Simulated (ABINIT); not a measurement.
## A GW chain in ABINIT: SrMg2Bi2 (P-3m1)

Aim: the G0W0 gap of SrMg2Bi2 (P-3m1) on PBEsol, step by step.

Method: PBEsol and many-body steps on it, plane waves, in ABINIT 10.8.3.

This is a report of a sequence of runs, with the program logs left out and the cost of each run kept.

## 1. The structure

Symmetry: P-3m1, No. 164, trigonal system. Conventional cell: a = 4.830 Å, b = 4.830 Å, c = 7.983 Å, α = 90.00°, β = 90.00°, γ = 120.00°. Sr has 6 Bi at 3.44 Å nearest. Nearest to Mg lie 4 Bi at 2.95 to 2.97 Å. Bi has 4 Mg at 2.95 to 2.97 Å and 3 Sr at 3.44 Å nearest. Farther neighbours, and contacts between anions beyond the nearest, are not listed.

Coordinates:

```cif
data_structure
_symmetry_space_group_name_H-M 'P-3m1'
_symmetry_Int_Tables_number 164
_cell_length_a 4.8297
_cell_length_b 4.8297
_cell_length_c 7.9829
_cell_angle_alpha 90.000
_cell_angle_beta 90.000
_cell_angle_gamma 120.000
_cell_volume 161.26
loop_
_atom_site_label
_atom_site_type_symbol
_atom_site_symmetry_multiplicity
_atom_site_Wyckoff_symbol
_atom_site_fract_x
_atom_site_fract_y
_atom_site_fract_z
_atom_site_occupancy
Sr1 Sr 1 a 0.00000 0.00000 0.00000 1
Mg1 Mg 2 d 0.66667 0.33333 0.37504 1
Bi1 Bi 2 d 0.66667 0.33333 0.74673 1
```

The cell and positions are those that the Materials Project relaxed with its own functionals (PBE, PBE+U or r2SCAN), kept fixed.

## 2. Ground state

This step: ABINIT 10.8.3; DFT, PBEsol, plane waves, norm-conserving pseudopotentials.

The ground-state density comes first.

Input file run.abi:

```
acell 3*1.0 Angstrom
rprim 
  4.829713290037 -0.000000000009 0.000000000000
  -2.414856645011 4.182654402172 0.000000000000
  0.000000000000 0.000000000000 7.982888130000
ntypat 3
znucl 38 12 83
natom 5
typat 1 2 2 3 3
xred 
  0.000000000000 0.000000000000 0.000000000000
  0.666666666667 0.333333333333 0.375044160000
  0.333333333333 0.666666666667 0.624955840000
  0.666666666667 0.333333333333 0.746734860000
  0.333333333333 0.666666666667 0.253265140000
pp_dirpath "pseudos"
pseudos "Sr.upf, Mg.upf, Bi.upf"
ecut 38
ngkpt 6 6 4
nshiftk 1
shiftk 0 0 0
kptopt 1
chksymbreak 0
nband 44
occopt 1
tolvrs 1e-10
nstep 60
prtwf 0
optforces 0
optstress 0
indata_prefix "in"
outdata_prefix "out"
tmpdata_prefix "tmp"
```

On the command line:

```
OMP_NUM_THREADS=1 mpirun -n 8 abinit run.abi > log
```

It took 93 s on 8 MPI ranks of Arm Neoverse V1, shared host; peak memory 1.1 GiB; 12 min of CPU time.

This step gave:

- total energy: -16789.6138 eV
- gap: 0.4087 eV
- k of the valence top: 0, 0, 0
- k of the conduction bottom: 0, 0, 0
- least direct gap: 0.4087 eV

The gap is direct, at Γ.

## 3. Bands along the symmetry lines

The cheap functional maps the bands first; the places of the edges decide which points the dearer methods must see.

Input file run.abi:

```
acell 3*1.0 Angstrom
rprim 
  4.829713290037 -0.000000000009 0.000000000000
  -2.414856645011 4.182654402172 0.000000000000
  0.000000000000 0.000000000000 7.982888130000
ntypat 3
znucl 38 12 83
natom 5
typat 1 2 2 3 3
xred 
  0.000000000000 0.000000000000 0.000000000000
  0.666666666667 0.333333333333 0.375044160000
  0.333333333333 0.666666666667 0.624955840000
  0.666666666667 0.333333333333 0.746734860000
  0.333333333333 0.666666666667 0.253265140000
pp_dirpath "pseudos"
pseudos "Sr.upf, Mg.upf, Bi.upf"
ecut 38
iscf -2
irdden 1
kptopt 0
nkpt 75
kpt 
  0.00000000 0.00000000 0.00000000
  0.06250000 0.00000000 0.00000000
  0.12500000 0.00000000 0.00000000
  0.18750000 0.00000000 0.00000000
  0.25000000 0.00000000 0.00000000
  0.31250000 0.00000000 0.00000000
  0.37500000 0.00000000 0.00000000
  0.43750000 0.00000000 0.00000000
  0.50000000 0.00000000 0.00000000
  0.47916667 0.04166667 0.00000000
  0.45833333 0.08333333 0.00000000
  0.43750000 0.12500000 0.00000000
  0.41666666 0.16666666 0.00000000
  0.39583333 0.20833333 0.00000000
  0.37500000 0.25000000 0.00000000
  0.35416666 0.29166666 0.00000000
  0.33333333 0.33333333 0.00000000
  0.29166666 0.29166666 0.00000000
  0.25000000 0.25000000 0.00000000
  0.20833333 0.20833333 0.00000000
  0.16666666 0.16666666 0.00000000
  0.12500000 0.12500000 0.00000000
  0.08333333 0.08333333 0.00000000
  0.04166667 0.04166667 0.00000000
  0.00000000 0.00000000 0.00000000
  0.00000000 0.00000000 0.06250000
  0.00000000 0.00000000 0.12500000
  0.00000000 0.00000000 0.18750000
  0.00000000 0.00000000 0.25000000
  0.00000000 0.00000000 0.31250000
  0.00000000 0.00000000 0.37500000
  0.00000000 0.00000000 0.43750000
  0.00000000 0.00000000 0.50000000
  0.06250000 0.00000000 0.50000000
  0.12500000 0.00000000 0.50000000
  0.18750000 0.00000000 0.50000000
  0.25000000 0.00000000 0.50000000
  0.31250000 0.00000000 0.50000000
  0.37500000 0.00000000 0.50000000
  0.43750000 0.00000000 0.50000000
  0.50000000 0.00000000 0.50000000
  0.47916667 0.04166667 0.50000000
  0.45833333 0.08333333 0.50000000
  0.43750000 0.12500000 0.50000000
  0.41666666 0.16666666 0.50000000
  0.39583333 0.20833333 0.50000000
  0.37500000 0.25000000 0.50000000
  0.35416666 0.29166666 0.50000000
  0.33333333 0.33333333 0.50000000
  0.29166666 0.29166666 0.50000000
  0.25000000 0.25000000 0.50000000
  0.20833333 0.20833333 0.50000000
  0.16666666 0.16666666 0.50000000
  0.12500000 0.12500000 0.50000000
  0.08333333 0.08333333 0.50000000
  0.04166667 0.04166667 0.50000000
  0.00000000 0.00000000 0.50000000
  0.50000000 0.00000000 0.50000000
  0.50000000 0.00000000 0.43750000
  0.50000000 0.00000000 0.37500000
  0.50000000 0.00000000 0.31250000
  0.50000000 0.00000000 0.25000000
  0.50000000 0.00000000 0.18750000
  0.50000000 0.00000000 0.12500000
  0.50000000 0.00000000 0.06250000
  0.50000000 0.00000000 0.00000000
  0.33333333 0.33333333 0.50000000
  0.33333333 0.33333333 0.43750000
  0.33333333 0.33333333 0.37500000
  0.33333333 0.33333333 0.31250000
  0.33333333 0.33333333 0.25000000
  0.33333333 0.33333333 0.18750000
  0.33333333 0.33333333 0.12500000
  0.33333333 0.33333333 0.06250000
  0.33333333 0.33333333 0.00000000
istwfk *1
nband 45
nbdbuf 2
tolwfr 1e-08
nstep 40
prtwf 0
prtvol 0
indata_prefix "in"
outdata_prefix "out"
tmpdata_prefix "tmp"
```

Wall time 2.2 min (8 MPI ranks); peak memory 1.3 GiB; 18 min of CPU time.

Numbers from this step:

```yaml
gap: 0.4087 eV
k_of_the_valence_top: 0, 0, 0
k_of_the_conduction_bottom: 0, 0, 0
least_direct_gap: 0.4087 eV
```

The gap is 0.409 eV, as in the run before at this level.

Electronic bands along the path, in eV, zero at the top of the highest filled band:

| point | band 35 | band 36 | band 37 | band 38 | band 39 | band 40 | band 41 | band 42 |
| --- | --- | --- | --- | --- | --- | --- | --- | --- |
| Γ | -1.03 | -0.02 | 0.00 | 0.00 | 0.41 | 0.93 | 2.30 | 2.74 |
| halfway | -2.15 | -1.29 | -0.71 | -0.62 | 1.38 | 1.86 | 3.03 | 3.16 |
| M | -2.17 | -1.71 | -1.52 | -1.03 | 0.81 | 2.32 | 2.49 | 3.80 |
| halfway | -2.33 | -2.07 | -1.64 | -1.34 | 1.88 | 2.35 | 2.73 | 3.15 |
| K | -3.05 | -1.77 | -1.77 | -1.63 | 1.93 | 3.03 | 3.03 | 3.45 |
| halfway | -2.51 | -1.60 | -1.08 | -0.62 | 1.91 | 2.31 | 2.52 | 3.15 |
| Γ | -1.03 | -0.02 | 0.00 | 0.00 | 0.41 | 0.93 | 2.30 | 2.74 |
| halfway | -0.93 | -0.93 | -0.21 | -0.21 | 0.96 | 1.40 | 2.64 | 2.64 |
| A | -0.70 | -0.70 | -0.52 | -0.52 | 1.00 | 1.65 | 2.53 | 2.53 |
| halfway | -1.45 | -1.33 | -1.27 | -0.67 | 1.49 | 2.24 | 2.38 | 2.62 |
| L | -1.77 | -1.66 | -0.90 | -0.83 | 1.26 | 1.32 | 1.73 | 2.34 |
| halfway | -2.16 | -1.91 | -1.34 | -1.00 | 1.52 | 1.82 | 2.57 | 2.81 |
| H | -2.59 | -2.38 | -1.23 | -1.23 | 1.82 | 1.82 | 3.25 | 3.38 |
| halfway | -1.58 | -1.36 | -1.27 | -1.17 | 1.99 | 2.11 | 2.61 | 2.94 |
| A | -0.70 | -0.70 | -0.52 | -0.52 | 1.00 | 1.65 | 2.53 | 2.53 |
| jump to L | -1.77 | -1.66 | -0.90 | -0.83 | 1.26 | 1.32 | 1.73 | 2.34 |
| halfway | -2.00 | -1.60 | -1.27 | -0.93 | 0.92 | 1.64 | 2.51 | 2.86 |
| M | -2.17 | -1.71 | -1.52 | -1.03 | 0.81 | 2.32 | 2.49 | 3.80 |
| jump to H | -2.59 | -2.38 | -1.23 | -1.23 | 1.82 | 1.82 | 3.25 | 3.38 |
| halfway | -2.91 | -1.93 | -1.51 | -1.51 | 2.31 | 2.31 | 2.41 | 3.70 |
| K | -3.05 | -1.77 | -1.77 | -1.63 | 1.93 | 3.03 | 3.03 | 3.45 |

## 4. Empty states on the mesh, 3×3×1 mesh, 158 bands

The sums over transitions need many empty states on a uniform mesh; this step solves for them.

Input file run.abi:

```
acell 3*1.0 Angstrom
rprim 
  4.829713290037 -0.000000000009 0.000000000000
  -2.414856645011 4.182654402172 0.000000000000
  0.000000000000 0.000000000000 7.982888130000
ntypat 3
znucl 38 12 83
natom 5
typat 1 2 2 3 3
xred 
  0.000000000000 0.000000000000 0.000000000000
  0.666666666667 0.333333333333 0.375044160000
  0.333333333333 0.666666666667 0.624955840000
  0.666666666667 0.333333333333 0.746734860000
  0.333333333333 0.666666666667 0.253265140000
pp_dirpath "pseudos"
pseudos "Sr.upf, Mg.upf, Bi.upf"
ecut 38
ngkpt 3 3 1
nshiftk 1
shiftk 0 0 0
kptopt 1
chksymbreak 0
iscf -2
irdden 1
istwfk *1
nband 158
nbdbuf 14
tolwfr 1e-09
nstep 60
prtvol 0
indata_prefix "in"
outdata_prefix "out"
tmpdata_prefix "tmp"
```

Wall time 76 s (8 MPI ranks); peak memory 0.81 GiB.

Read from the output:

| Item | Value |
| --- | --- |
| gap | 0.4087 eV |
| k of the valence top | 0, 0, 0 |
| k of the conduction bottom | 0, 0, 0 |
| least direct gap | 0.4087 eV |
| k points computed | 3 |
| lowest point of the top converged band, above the valence top | 35.66 eV |

On this mesh the gap is 0.409 eV.

## 5. Screening, 3×3×1 mesh, 144 bands, screening to 106.1 eV

The RPA dielectric matrix is built and inverted for each q.

This step: RPA screening on PBEsol, plane waves, norm-conserving pseudopotentials.

run.abi, as its differences from that of step 4:

```diff
@@ -23,10 +23,11 @@
 chksymbreak 0
-iscf -2
-irdden 1
 istwfk *1
-nband 158
-nbdbuf 14
-tolwfr 1e-09
-nstep 60
-prtvol 0
+occopt 1
+irdwfk 1
+optdriver 3
+nband 144
+ecuteps 3.9
+inclvkb 2
+awtr 1
+symchi 1
 indata_prefix "in"
```

Run time: 24 s. Hardware: 8 MPI ranks; peak memory 2.4 GiB.

This step gave:

- ε∞ with local fields, on this mesh: 331.8
- ε∞ without local fields, on this mesh: 366.8
- plasma frequency: 25.49 eV
- plane waves in the screening matrix: 391

Local fields lower ε∞ by 10 %. The value itself is an artefact of the mesh, where one narrow direct gap carries too much weight.

## 6. Self-energy, 3×3×1 mesh, 144 bands, screening to 106.1 eV

The self-energy is evaluated for the states that the input lists, and the quasiparticle equation is solved.

This step: G0W0 on PBEsol, plane waves, norm-conserving pseudopotentials.

run.abi, as its differences from that of step 5:

```diff
@@ -26,8 +26,15 @@
 irdwfk 1
-optdriver 3
+optdriver 4
 nband 144
+gwcalctyp 0
+ecutsigx 38
+symsigma 1
+nkptgw 1
+kptgw 
+  0.0000000000 0.0000000000 0.0000000000
+bdgw 
+  37 40
 ecuteps 3.9
-inclvkb 2
-awtr 1
-symchi 1
+irdscr 1
+ppmodel 1
 indata_prefix "in"
```

It took 6.7 s on 8 MPI ranks; peak memory 1.7 GiB.

This step gave:

- G0W0 gap on the mesh: 0.8650 eV
- starting gap on the mesh: 0.4087 eV
- k of the valence top: 0, 0, 0
- k of the conduction bottom: 0, 0, 0
- Z at the valence top: 0.792
- Z at the conduction bottom: 0.798
- least direct G0W0 gap on the computed points: 0.8650 eV

The gap on the mesh goes from 0.41 eV to 0.87 eV, a correction of +0.46 eV.

Limits: finite bands, cutoff and mesh; model gap, bands may invert with spin-orbit coupling; no spin-orbit coupling; coarse k mesh. v1 is the top filled band, c1 the lowest empty one. The levels before and after the correction (eV, zero at the valence-band top of each column):

|  | conduction bottom | valence top |
| --- | --- | --- |
| Kohn-Sham | 0.41 | 0.00 |
| G0W0 | 0.86 | 0.00 |

|  | level | energy (eV) |
| --- | --- | --- |
| Kohn-Sham | Γ v2-v1 | 0.000 |
| Kohn-Sham | Γ c1 | 0.409 |
| Kohn-Sham | Γ c2 | 0.926 |
| G0W0 | Γ v2-v1 | 0.000 |
| G0W0 | Γ c1 | 0.865 |
| G0W0 | Γ c2 | 1.221 |

## 7. Where the time went

Times are wall times on 8 MPI ranks of Arm Neoverse V1, shared host, good to a factor of about two.

| step | time | share | memory (GiB) |
| --- | --- | --- | --- |
| ground state | 93 s | 28 % | 1.1 |
| bands along the symmetry lines | 2.2 min | 40 % | 1.3 |
| empty states on the mesh | 76 s | 23 % | 0.81 |
| screening | 24 s | 7 % | 2.4 |
| self-energy | 6.7 s | 2 % | 1.7 |

## 8. Outcome

| Quantity | Value |
| --- | --- |
| PBEsol gap | 0.41 eV, direct |
| G0W0 gap on the mesh | 0.87 eV |
| GW settings | 3×3×1 mesh, 144 bands, screening to 106.1 eV, Godby-Needs plasmon pole |
| known limits | short of the basis limit; model gap, bands may invert with spin-orbit coupling; screening runs away on this mesh; no spin-orbit coupling; coarse k mesh |

What this shows: G0W0 moves the gap on the mesh from 0.41 eV to 0.87 eV (+0.46 eV), with Z of 0.79 and 0.80 at the edges. Local fields lower the RPA ε∞ on this mesh from 366.83 to 331.85; a Γ-centred mesh this coarse tends to raise both, most where the direct gap is narrow, while a short band sum lowers them. Bands and cutoff are finite, so the gap stands short of the basis limit, usually by up to a few tenths of an eV; the mesh is an error of its own. The 3×3×1 mesh is coarse for this cell, which bears on the long-range parts of exchange and screening. Where an edge is built on 6p states of lead, bismuth or thallium, scalar-relativistic gaps usually stand too wide, by a few tenths to over one eV. With atoms this heavy and so narrow a gap, spin-orbit coupling can invert the bands. These scalar-relativistic gaps are then model values, not to be set against experiment, and a spin-orbit change taken from DFT can't simply be added. On this mesh the RPA ε∞ passes 90, more than nearly any semiconductor shows; a coarse mesh does this where one point with a narrow direct gap carries much weight. The screening is then too strong, and the G0W0 gap should not be taken as the material's.

[Long decimals in the printed logs are rounded to 6 places.]

[Logs are printed without paths, hosts, clocks, repeated set-up lines and the standing remarks that a program may print on its own settings, such as how far it seeks lower states.]

[Paths, hosts, dates, memory and timing lines, banners, echoed tables and standing remarks are left out of the program output; an Ansatz launch command may be rebuilt from the run's recorded settings. Measured values are a selection of at most five: reports struck by readers or far from the other reports are left out. None is set beside runs whose start may be inverted or whose files or cutoffs have a known fault.]

[Runs of the session that timed out or met a known fault of the program may be left out.]

[Hosts, paths, dates, database ids (printed as entryN), source tags and the programs' standing remarks are cut or masked in the printed files.]

[G0W0 gaps are taken among the corrected bands and points alone; a level outside them can change the order at an edge.]

[Where Ansatz stands beside ABINIT at settings called matched, ABINIT's density can come from a denser mesh and the files from another edition; pairs whose starting gaps differed by over 0.03 eV were left out, so agreement reads better than it is.]
